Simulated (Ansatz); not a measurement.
## SiO2 (P4_12_12): refractive index against wavelength

The refractive index of SiO2 (P4_12_12) along x below the direct gap (5.76 eV on the mesh) is read from one computed spectrum, n = √(Re ε). x, y and z are the Cartesian axes of the input cell.

The structure is tetragonal, space group P4_12_12 (No. 92). Conventional cell: a = 4.982 Å, b = 4.982 Å, c = 6.963 Å, α = 90.00°, β = 90.00°, γ = 90.00°. Si on site a has 4 O at 1.60 to 1.61 Å as nearest neighbours. O on site b is surrounded by 2 Si at 1.60 to 1.61 Å.

Method: Ansatz 0.2.0, PBE, independent particles, k-mesh 4×4×4 with interpolation inside its cells, Gaussian parameter 0.1 eV.

Launch of the response step: `ansatz run input.yaml --threads 4 --pin off --max-ram 8192MiB --backend cpu --events-out ev --progress --plain --runs-dir out`. The run took 33 s, on 4 threads of AMD EPYC 9R14 (Zen 4), with other jobs on the host.

```
wavelength (nm)  photon energy E (eV)       n
            700                 1.771  1.5425
            633                 1.959  1.5444
            532                 2.331  1.5491
            450                 2.755  1.5555
            405                 3.061  1.5610
            365                 3.397  1.5679
            308                 4.025       ?
```

In the single-oscillator model n² − 1 = E₀E_d/(E₀² − E²), so 1/(n² − 1) = E₀/E_d − E²/(E₀E_d) is linear in E².

Working, on the rows shown:

| x = E² (eV²) | y = 1/(n² − 1) |
| --- | --- |
| 3.13716 | 0.725002 |
| 3.83641 | 0.721932 |
| 5.43137 | 0.714433 |
| 7.59115 | 0.704434 |
| 9.37179 | 0.696029 |
| 11.5384 | 0.685725 |

Means: x̄ = 6.8177, ȳ = 0.70793. Σ(x − x̄)(y − ȳ) = -0.2515, Σ(x − x̄)² = 53.76. Slope = -0.2515 / 53.76 = -0.004678; intercept = ȳ − slope · x̄ = 0.73982. Turned back into n, the line misses the rows shown by at most 8.8e-05.

Problem. Predict the last column of the withheld row from the fit.

Solution. At x = 16.204 the line gives y = 0.66401, that is 1.5830. The run gave 1.5837, so the extrapolation is off by 0.00067, 1.6 % of the range in the table.

Refitted with all rows, the slope is -0.004736 and the intercept 0.74016. These give E₀ = √(intercept/−slope) = 12.50 eV and E_d = E₀/intercept = 16.9 eV; E₀ is 2.2 times the direct gap. The electronic limit at long wavelengths, without lattice vibrations, is n = √(1 + 1/intercept) = 1.533. The cell comes from an older database entry, whose edges can be off by a per cent or so. Excitons are left out and so are local fields; PBE gaps are as a rule too small.

[Logs are printed without paths, hosts, clocks, repeated set-up lines and the standing remarks that a program may print on its own settings, such as how far it seeks lower states.]
